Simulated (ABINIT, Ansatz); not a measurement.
# Ba2TaBiO6 (R-3): G0W0 with ABINIT, start to end, part 2 of 3

Aim: the G0W0 gap of Ba2TaBiO6 (R-3) on LDA, step by step.

ABINIT 10.8.3; LDA and many-body steps on it, plane waves. Known limits of the many-body steps: not at the basis limit; no spin-orbit coupling; coarse k mesh.

So far. Step 2 (Ground state): The gap is indirect, with the least direct gap 0.03 eV higher.

### 3. Bands along the symmetry lines

Level of this step: DFT, LDA, plane waves, norm-conserving pseudopotentials (ABINIT).

The cheap functional maps the bands first; the places of the edges decide which points the dearer methods must see.

The input, run.abi:

```
acell 3*1.0 Angstrom
rprim 
  3.075626834241 1.775713980676 4.956223105800
  -3.075626834241 1.775713980676 4.956223105800
  0.000000000000 -3.551427961352 4.956223105800
ntypat 4
znucl 56 73 83 8
natom 10
typat 1 1 2 3 4 4 4 4 4 4
xred 
  0.748816000000 0.748816000000 0.748816000000
  0.251184000000 0.251184000000 0.251184000000
  0.500000000000 0.500000000000 0.500000000000
  0.000000000000 0.000000000000 0.000000000000
  0.725510000000 0.218856000000 0.322035000000
  0.218856000000 0.322035000000 0.725510000000
  0.322035000000 0.725510000000 0.218856000000
  0.274490000000 0.781144000000 0.677965000000
  0.677965000000 0.274490000000 0.781144000000
  0.781144000000 0.677965000000 0.274490000000
pp_dirpath "pseudos"
pseudos "Ba.upf, Ta.upf, Bi.upf, O.upf"
ecut 62
iscf -2
irdden 1
kptopt 0
nkpt 24
kpt 
  0.00000000 0.00000000 0.00000000
  0.16666667 0.16666667 0.16666667
  0.33333333 0.33333333 0.33333333
  0.50000000 0.50000000 0.50000000
  0.58258571 0.41741429 0.50000000
  0.66517141 0.33482859 0.50000000
  0.74775712 0.25224288 0.50000000
  0.50000000 -0.25224288 0.25224288
  0.50000000 -0.16816192 0.16816192
  0.50000000 -0.08408096 0.08408096
  0.50000000 0.00000000 0.00000000
  0.33333333 0.00000000 0.00000000
  0.16666667 0.00000000 0.00000000
  0.00000000 0.00000000 0.00000000
  0.12537381 -0.12537381 0.00000000
  0.25074763 -0.25074763 0.00000000
  0.37612144 -0.37612144 -0.00000000
  0.62387856 0.00000000 0.37612144
  0.58258571 0.00000000 0.41741429
  0.54129285 0.00000000 0.45870715
  0.50000000 0.00000000 0.50000000
  0.33333333 0.00000000 0.33333333
  0.16666667 0.00000000 0.16666667
  0.00000000 0.00000000 0.00000000
istwfk *1
nband 60
nbdbuf 2
tolwfr 1e-08
nstep 40
prtwf 0
prtvol 0
indata_prefix "in"
outdata_prefix "out"
tmpdata_prefix "tmp"
```

Started as:

```bash
> OMP_NUM_THREADS=1 mpirun -n 4 abinit run.abi > log
```

Numbers of over 12 decimals in the logs are rounded to 6 here.

Log:

```text
.Version 10.8.3 of ABINIT. v10.8.2 released Aug 2026.

 Symmetries : space group R-3 (#148); Bravais hR (rhombohedral)
[... echo of the input left out ...]
== DATASET  1 ==================================================================
-   mpi_nproc: 4, omp_nthreads: 1 (-1 if OMP is not activated)

--- !DatasetInfo
iteration_state: {dtset: 1, }
dimensions: {natom: 10, nkpt: 24, mband: 60, nsppol: 1, nspinor: 1, nspden: 1, mpw: 25617, }
cutoff_energies: {ecut:  62.0, pawecutdg:  -1.0, }
electrons: {nelect:   1.06000000E+02, charge:   0.00000000E+00, occopt:   1.00000000E+00, tsmear:   1.00000000E-02, }

 Real(R)+Recip(G) space primitive vectors, cartesian coordinates (Bohr,Bohr^-1):
 R(1)=  5.8120924  3.3556131  9.3659043  G(1)=  0.0860275  0.0496680  0.0355901
 R(2)= -5.8120924  3.3556131  9.3659043  G(2)= -0.0860275  0.0496680  0.0355901
 R(3)=  0.0000000 -6.7112262  9.3659043  G(3)=  0.0000000 -0.0993360  0.0355901
 Unit cell volume ucvol=  1.0959869E+03 bohr^3
 Angles (23,13,12)=  6.05865505E+01  6.05865505E+01  6.05865505E+01 degrees

 getcut: wavevector=  0.0000  0.0000  0.0000  ngfft=  90  90  90
         ecut(hartree)=     62.000   => boxcut(ratio)=   2.20368

 getcut : COMMENT -
  Note that boxcut > 2.2 ; recall that boxcut=Gcut(box)/Gcut(sphere) = 2
  is sufficient for exact treatment of convolution.
  Such a large boxcut is a waste : you could raise ecut
  e.g. ecut=   75.271300 Hartrees makes boxcut=2

--- Pseudopotential description ------------------------------------------------
- Ba Generated using ONCVPSP code by D. R. Hamann
- 56.00000  10.00000  180309                  znucl, zion, pspdat
12 -1012 2 -1 1912                            pspcod,pspxc,lmax,lloc,mmax
     nproj     2     2     2     0
  pspatm : epsatm=   25.95172157
         --- l  ekb(1:nproj) -->
             0    6.668455    0.685657
             1    5.046948    0.410312
             2    2.551809    0.419281
 pspatm: atomic psp has been read  and splines computed

- Ta Generated using ONCVPSP code by D. R. Hamann
- 73.00000  27.00000  180309                  znucl, zion, pspdat
12 -1012 3 -1 1432                            pspcod,pspxc,lmax,lloc,mmax
     nproj     2     2     2     2
  pspatm : epsatm=   47.13858445
         --- l  ekb(1:nproj) -->
[...]
pspatm: atomic psp has been read  and splines computed

- Bi Generated using ONCVPSP code by D. R. Hamann
- 83.00000  23.00000  180309                  znucl, zion, pspdat
12 -1012 2 -1 1454                            pspcod,pspxc,lmax,lloc,mmax
     nproj     2     2     2     0
  pspatm : epsatm=   28.50282335
         --- l  ekb(1:nproj) -->
[...]
pspatm: atomic psp has been read  and splines computed

- O Generated using ONCVPSP code by D. R. Hamann
-  8.00000   6.00000  201201                  znucl, zion, pspdat
12 -1012 2 -1 926                             pspcod,pspxc,lmax,lloc,mmax
[...]
Non-SCF case, kpt   24 (  0.00000  0.00000  0.00000), residuals and eigenvalues=
[...]
1.8294E-01  1.8568E-01  1.9523E-01  1.9523E-01  2.0975E-01  3.5481E-01
  3.6153E-01  3.6341E-01  3.6341E-01  3.7370E-01  3.7370E-01  3.8560E-01

--- !ResultsGS
iteration_state: {dtset: 1, }
comment   : Summary of ground state results
lattice_vectors:
- [  5.8120924,   3.3556131,   9.3659043, ]
- [ -5.8120924,   3.3556131,   9.3659043, ]
- [  0.0000000,  -6.7112262,   9.3659043, ]
lattice_lengths: [  11.52218,   11.52218,   11.52218, ]
lattice_angles: [ 60.587,  60.587,  60.587, ] # degrees, (23, 13, 12)
lattice_volume:   1.0959869E+03
convergence: {deltae:  0.000E+00, res2:  0.000E+00, residm:  9.958E-09, diffor:  0.000E+00, }
etotal    :  -7.12426835E+02
entropy   :   0.00000000E+00
fermie    :   2.38607791E-01
cartesian_stress_tensor: null
pressure_GPa: null
xred      :
- [  7.4882E-01,   7.4882E-01,   7.4882E-01, Ba]
- [  2.5118E-01,   2.5118E-01,   2.5118E-01, Ba]
- [  5.0000E-01,   5.0000E-01,   5.0000E-01, Ta]
- [  0.0000E+00,   0.0000E+00,   0.0000E+00, Bi]
- [  7.2551E-01,   2.1886E-01,   3.2203E-01,  O]
- [  2.1886E-01,   3.2204E-01,   7.2551E-01,  O]
- [  3.2203E-01,   7.2551E-01,   2.1886E-01,  O]
- [  2.7449E-01,   7.8114E-01,   6.7797E-01,  O]
- [  6.7797E-01,   2.7449E-01,   7.8114E-01,  O]
- [  7.8114E-01,   6.7797E-01,   2.7449E-01,  O]
cartesian_forces: null
force_length_stats: {min: null, max: null, mean: null, }

 Integrated electronic density in atomic spheres:
 ------------------------------------------------
 Atom  Sphere_radius  Integrated_density
[...]
================================================================================

 ----iterations are completed or convergence reached----

 Mean square residual over all n,k,spin=   57.306E-10; max=  99.585E-10
 reduced coordinates (array xred) for   10 atoms
[...]
0.677965000000      0.274490000000      0.781144000000
       0.781144000000      0.677965000000      0.274490000000

 cartesian coordinates (angstrom) at end:
[...]
length scales=  1.889726125908  1.889726125908  1.889726125908 bohr
              =  1.000000000000  1.000000000000  1.000000000000 angstroms
 prteigrs : about to open file out_EIG
 Eigenvalues (hartree) for nkpt=  24  k points:
 kpt#   1, nband= 60, wtk=  1.00000, kpt=  0.0000  0.0000  0.0000 (reduced coord)
[...]
kpt#   2, nband= 60, wtk=  1.00000, kpt=  0.1667  0.1667  0.1667 (reduced coord)
[...]
kpt#   3, nband= 60, wtk=  1.00000, kpt=  0.3333  0.3333  0.3333 (reduced coord)
[...]
kpt#  23, nband= 60, wtk=  1.00000, kpt=  0.1667  0.0000  0.1667 (reduced coord)
[...]
0.36746    0.38233    0.38676    0.39812
 kpt#  24, nband= 60, wtk=  1.00000, kpt=  0.0000  0.0000  0.0000 (reduced coord)
[...]
0.10762    0.10782    0.10782    0.15646    0.16513    0.17101    0.17101    0.18294
   0.18294    0.18568    0.19523    0.19523    0.20975    0.35481    0.36153    0.36341
   0.36341    0.37370    0.37370    0.38560

== END DATASET(S) ==============================================================
================================================================================

 -outvars: echo values of variables after computation  --------
            nband          60
             nkpt          24
          spgroup         148
 [... the other variables as echoed above ...]

 Calculation completed.
```

Wall time 11 min (4 MPI ranks of Arm Neoverse V1, shared host); peak memory 1.2 GiB.

Numbers from this step:

```yaml
gap: 2.549 eV
k_of_the_valence_top: 0.5, 0.5, 0.5
k_of_the_conduction_bottom: 0.5, 0, 0
least_direct_gap: 2.577 eV
```

The gap is 2.549 eV, as in the run before at this level.

Electronic bands along the path, in eV, zero at the top of the highest filled band:

| point | band 50 | band 51 | band 52 | band 53 | band 54 | band 55 | band 56 | band 57 |
| --- | --- | --- | --- | --- | --- | --- | --- | --- |
| Γ | -1.44 | -1.18 | -1.18 | -0.79 | 3.16 | 3.34 | 3.40 | 3.40 |
| T | -1.56 | -1.56 | -1.53 | 0.00 | 2.68 | 3.14 | 3.14 | 4.10 |
| H2 | -1.68 | -1.31 | -1.30 | -0.75 | 3.32 | 3.39 | 3.90 | 4.07 |
| jump to H0 | -1.68 | -1.31 | -1.30 | -0.75 | 3.32 | 3.39 | 3.90 | 4.07 |
| L | -1.41 | -1.40 | -1.26 | -0.03 | 2.55 | 2.92 | 3.44 | 3.83 |
| Γ | -1.44 | -1.18 | -1.18 | -0.79 | 3.16 | 3.34 | 3.40 | 3.40 |
| S0 | -1.54 | -1.51 | -1.36 | -0.85 | 3.15 | 3.67 | 3.81 | 4.23 |
| jump to S2 | -1.54 | -1.51 | -1.36 | -0.85 | 3.15 | 3.67 | 3.81 | 4.23 |
| F | -1.73 | -1.67 | -1.63 | -0.91 | 3.22 | 4.05 | 4.09 | 4.35 |
| Γ | -1.44 | -1.18 | -1.18 | -0.79 | 3.16 | 3.34 | 3.40 | 3.40 |

### 4. Empty states on the mesh, 2×2×2 mesh, 424 bands

The sums over transitions need many empty states on a uniform mesh; this step solves for them.

The input, run.abi:

```
acell 3*1.0 Angstrom
rprim 
  3.075626834241 1.775713980676 4.956223105800
  -3.075626834241 1.775713980676 4.956223105800
  0.000000000000 -3.551427961352 4.956223105800
ntypat 4
znucl 56 73 83 8
natom 10
typat 1 1 2 3 4 4 4 4 4 4
xred 
  0.748816000000 0.748816000000 0.748816000000
  0.251184000000 0.251184000000 0.251184000000
  0.500000000000 0.500000000000 0.500000000000
  0.000000000000 0.000000000000 0.000000000000
  0.725510000000 0.218856000000 0.322035000000
  0.218856000000 0.322035000000 0.725510000000
  0.322035000000 0.725510000000 0.218856000000
  0.274490000000 0.781144000000 0.677965000000
  0.677965000000 0.274490000000 0.781144000000
  0.781144000000 0.677965000000 0.274490000000
pp_dirpath "pseudos"
pseudos "Ba.upf, Ta.upf, Bi.upf, O.upf"
ecut 62
ngkpt 2 2 2
nshiftk 1
shiftk 0 0 0
kptopt 1
chksymbreak 0
iscf -2
irdden 1
istwfk *1
nband 424
nbdbuf 38
tolwfr 1e-09
nstep 60
prtvol 0
indata_prefix "in"
outdata_prefix "out"
tmpdata_prefix "tmp"
```

Log:

```text
.Version 10.8.3 of ABINIT. v10.8.2 released Aug 2026.

 Symmetries : space group R-3 (#148); Bravais hR (rhombohedral)
[... echo of the input left out ...]
== DATASET  1 ==================================================================
-   mpi_nproc: 4, omp_nthreads: 1 (-1 if OMP is not activated)

--- !DatasetInfo
iteration_state: {dtset: 1, }
dimensions: {natom: 10, nkpt: 4, mband: 424, nsppol: 1, nspinor: 1, nspden: 1, mpw: 25587, }
cutoff_energies: {ecut:  62.0, pawecutdg:  -1.0, }
electrons: {nelect:   1.06000000E+02, charge:   0.00000000E+00, occopt:   1.00000000E+00, tsmear:   1.00000000E-02, }

 Real(R)+Recip(G) space primitive vectors, cartesian coordinates (Bohr,Bohr^-1):
 R(1)=  5.8120924  3.3556131  9.3659043  G(1)=  0.0860275  0.0496680  0.0355901
 R(2)= -5.8120924  3.3556131  9.3659043  G(2)= -0.0860275  0.0496680  0.0355901
 R(3)=  0.0000000 -6.7112262  9.3659043  G(3)=  0.0000000 -0.0993360  0.0355901
 Unit cell volume ucvol=  1.0959869E+03 bohr^3
 Angles (23,13,12)=  6.05865505E+01  6.05865505E+01  6.05865505E+01 degrees

 getcut: wavevector=  0.0000  0.0000  0.0000  ngfft=  90  90  90
         ecut(hartree)=     62.000   => boxcut(ratio)=   2.20368

 getcut : COMMENT -
  Note that boxcut > 2.2 ; recall that boxcut=Gcut(box)/Gcut(sphere) = 2
  is sufficient for exact treatment of convolution.
  Such a large boxcut is a waste : you could raise ecut
  e.g. ecut=   75.271300 Hartrees makes boxcut=2

--- Pseudopotential description ------------------------------------------------
- Ba Generated using ONCVPSP code by D. R. Hamann
- 56.00000  10.00000  180309                  znucl, zion, pspdat
12 -1012 2 -1 1912                            pspcod,pspxc,lmax,lloc,mmax
     nproj     2     2     2     0
  pspatm : epsatm=   25.95172157
         --- l  ekb(1:nproj) -->
             0    6.668455    0.685657
             1    5.046948    0.410312
             2    2.551809    0.419281
 pspatm: atomic psp has been read  and splines computed

- Ta Generated using ONCVPSP code by D. R. Hamann
- 73.00000  27.00000  180309                  znucl, zion, pspdat
12 -1012 3 -1 1432                            pspcod,pspxc,lmax,lloc,mmax
     nproj     2     2     2     2
  pspatm : epsatm=   47.13858445
         --- l  ekb(1:nproj) -->
[...]
pspatm: atomic psp has been read  and splines computed

- Bi Generated using ONCVPSP code by D. R. Hamann
- 83.00000  23.00000  180309                  znucl, zion, pspdat
12 -1012 2 -1 1454                            pspcod,pspxc,lmax,lloc,mmax
     nproj     2     2     2     0
  pspatm : epsatm=   28.50282335
         --- l  ekb(1:nproj) -->
[...]
pspatm: atomic psp has been read  and splines computed

- O Generated using ONCVPSP code by D. R. Hamann
-  8.00000   6.00000  201201                  znucl, zion, pspdat
12 -1012 2 -1 926                             pspcod,pspxc,lmax,lloc,mmax
[...]
-5.3787E+00 -3.0988E+00 -3.0984E+00 -3.0984E+00 -2.2599E+00 -1.0313E+00
 -1.0308E+00 -1.0308E+00 -7.2773E-01 -7.2434E-01 -5.7752E-01 -5.7752E-01
 -5.7490E-01 -5.7431E-01 -5.7431E-01 -4.8801E-01 -4.8633E-01 -4.8633E-01
[...]
3.4982E+00  3.4982E+00  3.5047E+00  3.5047E+00  3.5279E+00  3.5357E+00
  3.5358E+00  3.5398E+00  3.5417E+00  3.5417E+00  3.5498E+00  3.5654E+00
  3.5791E+00  3.5923E+00  3.5946E+00  3.5973E+00
 prteigrs : prtvol=0 or 1, do not print more k-points.

--- !ResultsGS
iteration_state: {dtset: 1, }
comment   : Summary of ground state results
lattice_vectors:
- [  5.8120924,   3.3556131,   9.3659043, ]
- [ -5.8120924,   3.3556131,   9.3659043, ]
- [  0.0000000,  -6.7112262,   9.3659043, ]
lattice_lengths: [  11.52218,   11.52218,   11.52218, ]
lattice_angles: [ 60.587,  60.587,  60.587, ] # degrees, (23, 13, 12)
lattice_volume:   1.0959869E+03
convergence: {deltae:  0.000E+00, res2:  0.000E+00, residm:  9.979E-10, diffor:  0.000E+00, }
etotal    :  -7.12426835E+02
entropy   :   0.00000000E+00
fermie    :   2.38607791E-01
cartesian_stress_tensor: null
pressure_GPa: null
xred      :
- [  7.4882E-01,   7.4882E-01,   7.4882E-01, Ba]
- [  2.5118E-01,   2.5118E-01,   2.5118E-01, Ba]
- [  5.0000E-01,   5.0000E-01,   5.0000E-01, Ta]
- [  0.0000E+00,   0.0000E+00,   0.0000E+00, Bi]
- [  7.2551E-01,   2.1886E-01,   3.2203E-01,  O]
- [  2.1886E-01,   3.2204E-01,   7.2551E-01,  O]
- [  3.2203E-01,   7.2551E-01,   2.1886E-01,  O]
- [  2.7449E-01,   7.8114E-01,   6.7797E-01,  O]
- [  6.7797E-01,   2.7449E-01,   7.8114E-01,  O]
- [  7.8114E-01,   6.7797E-01,   2.7449E-01,  O]
cartesian_forces: null
force_length_stats: {min: null, max: null, mean: null, }

 Integrated electronic density in atomic spheres:
 ------------------------------------------------
 Atom  Sphere_radius  Integrated_density
[...]
================================================================================

 ----iterations are completed or convergence reached----

 Mean square residual over all n,k,spin=   46.554E-11; max=  99.793E-11
 reduced coordinates (array xred) for   10 atoms
[...]
0.677965000000      0.274490000000      0.781144000000
       0.781144000000      0.677965000000      0.274490000000

 cartesian coordinates (angstrom) at end:
    1     -0.000000     0.000000    11.133897
    2     -0.000000    -0.000000     3.734772
[...]
9      1.240939    -1.082889     8.592103
   10      0.317340     1.616129     8.592103
 length scales=  1.889726125908  1.889726125908  1.889726125908 bohr
              =  1.000000000000  1.000000000000  1.000000000000 angstroms
 prteigrs : about to open file out_EIG
 Eigenvalues (hartree) for nkpt=   4  k points:
 kpt#   1, nband=424, wtk=  0.12500, kpt=  0.0000  0.0000  0.0000 (reduced coord)
[...]
3.49817    3.49818    3.50474    3.50474    3.52789    3.53570    3.53579    3.53976
   3.54168    3.54171    3.54981    3.56541    3.57912    3.59231    3.59459    3.59729
 prteigrs : prtvol=0 or 1, do not print more k-points.

== END DATASET(S) ==============================================================
================================================================================

 -outvars: echo values of variables after computation  --------
            nband         424
             nkpt           4
          spgroup         148
 [... the other variables as echoed above ...]

 Calculation completed.
```

Wall time 18 min (4 MPI ranks); peak memory 1.4 GiB; 73 min of CPU time.

This step gave:

- gap: 2.549 eV
- k of the valence top: 0.5, 0.5, 0.5
- k of the conduction bottom: 0.5, 0, 0
- least direct gap: 2.577 eV
- k points computed: 4
- lowest point of the top converged band, above the valence top: 83.7490 eV

On this mesh the gap is 2.549 eV.

### 5. Screening, 2×2×2 mesh, 386 bands, screening to 217.7 eV

The RPA dielectric matrix is built and inverted for each q.

This step: RPA screening on LDA, plane waves, norm-conserving pseudopotentials.

Changes to run.abi since step 4:

```diff
@@ -28,10 +28,11 @@
 chksymbreak 0
-iscf -2
-irdden 1
 istwfk *1
-nband 424
-nbdbuf 38
-tolwfr 1e-09
-nstep 60
-prtvol 0
+occopt 1
+irdwfk 1
+optdriver 3
+nband 386
+ecuteps 8
+inclvkb 2
+awtr 1
+symchi 1
 indata_prefix "in"
```

Log:

```text
.Version 10.8.3 of ABINIT. v10.8.2 released Aug 2026.

 Symmetries : space group R-3 (#148); Bravais hR (rhombohedral)
[... echo of the input left out ...]
== DATASET  1 ==================================================================
-   mpi_nproc: 4, omp_nthreads: 1 (-1 if OMP is not activated)

--- !DatasetInfo
iteration_state: {dtset: 1, }
dimensions: {natom: 10, nkpt: 4, mband: 386, nsppol: 1, nspinor: 1, nspden: 1, mpw: 25587, }
cutoff_energies: {ecut:  62.0, pawecutdg:  -1.0, }
electrons: {nelect:   1.06000000E+02, charge:   0.00000000E+00, occopt:   1.00000000E+00, tsmear:   1.00000000E-02, }

 SCREENING: Calculation of the susceptibility and dielectric matrices

 Based on a program developped by R.W. Godby, V. Olevano, G. Onida, and L. Reining.
 Incorporated in ABINIT by V. Olevano, G.-M. Rignanese, and M. Torrent.
.Using double precision arithmetic ; gwpc =  8

[... cell and pseudopotentials left out ...]
--------------------------------------------------------------------------------

 ==== K-mesh for the wavefunctions ====
 Number of points in the irreducible wedge :     4
[... list of points left out ...]
 Together with  6 symmetry operations and time-reversal symmetry
 yields     8 points in the full Brillouin Zone.

 ==== Q-mesh for the screening function ====
 Number of points in the irreducible wedge :     4
[... list of points left out ...]
 Together with  6 symmetry operations and time-reversal symmetry
 yields     8 points in the full Brillouin Zone.

 setmesh: FFT mesh size selected  =    60x   60x   60
          total number of points  =       216000

 vcoul_init : cutoff-mode = AUXILIARY_FUNCTION
 q-points for optical limit:   1
     1)      0.000010    0.000020    0.000030

- screening: taking advantage of time-reversal symmetry
- Maximum band index for partially occupied states nbvw = 53
- Remaining bands to be divided among processors   nbcw = 333
- Number of bands treated by each node ~83

 Number of electrons calculated from density =  106.0000; Expected =  106.0000
 average of density, n =  0.096716
 r_s =    1.3515
 omega_plasma =   29.9989 [eV]

 calculating chi0 at frequencies [eV] :
  1    0.000000E+00    0.000000E+00
  2    0.000000E+00    2.999894E+01

--------------------------------------------------------------------------------
  q-point number  1        q = ( 0.000000, 0.000000, 0.000000) [r.l.u.]
--------------------------------------------------------------------------------
[... chi0 elements left out ...]
 For q-point:  0.000010 0.000020 0.000030
  dielectric constant =   6.5636
  dielectric constant without local fields =   7.2237

  Average fulfillment of the sum rule on Im[epsilon] for q-point    1 :     69.81  [%]
[... wings left out ...]
  q-point number  2        q = ( 0.500000, 0.000000, 0.000000) [r.l.u.]
--------------------------------------------------------------------------------
[... chi0 elements left out ...]
  Average fulfillment of the sum rule on Im[epsilon] for q-point    2 :     73.75  [%]

 [... 2 further q-points ...]
```

The job ended after 22 min (4 MPI ranks; peak memory 10 GiB; 87 min of CPU time).

This step gave:

```yaml
eps_infinity_with_local_fields_on_this_mesh_along_the_program_s_q_direction: 6.564
the_same_without_local_fields: 7.224
plasma_frequency: 30.00 eV
plane_waves_in_the_screening_matrix: 1229
```

Local fields lower ε∞ by 9 %. On a Γ-centred mesh this coarse the value itself is usually too large, while a short band sum pulls it down.

(Part 2 of 3 ends here.)

[Paths, hosts, dates, memory and timing lines, banners, echoed tables and standing remarks are left out of the program output.]

[Logs are printed without paths, hosts, clocks, repeated set-up lines and the standing remarks that a program may print on its own settings, such as how far it seeks lower states.]

[Runs of the session that timed out or met a known fault of the program may be left out.]

[Hosts, paths, dates, database ids (printed as entryN), source tags and the programs' standing remarks are cut or masked in the printed files.]

[G0W0 gaps are taken among the corrected bands and points alone; a level outside them can change the order at an edge.]

[Where Ansatz stands beside ABINIT at settings called matched, ABINIT's density can come from a denser mesh and the files from another edition; pairs whose starting gaps differed by over 0.03 eV were left out, so agreement reads better than it is.]
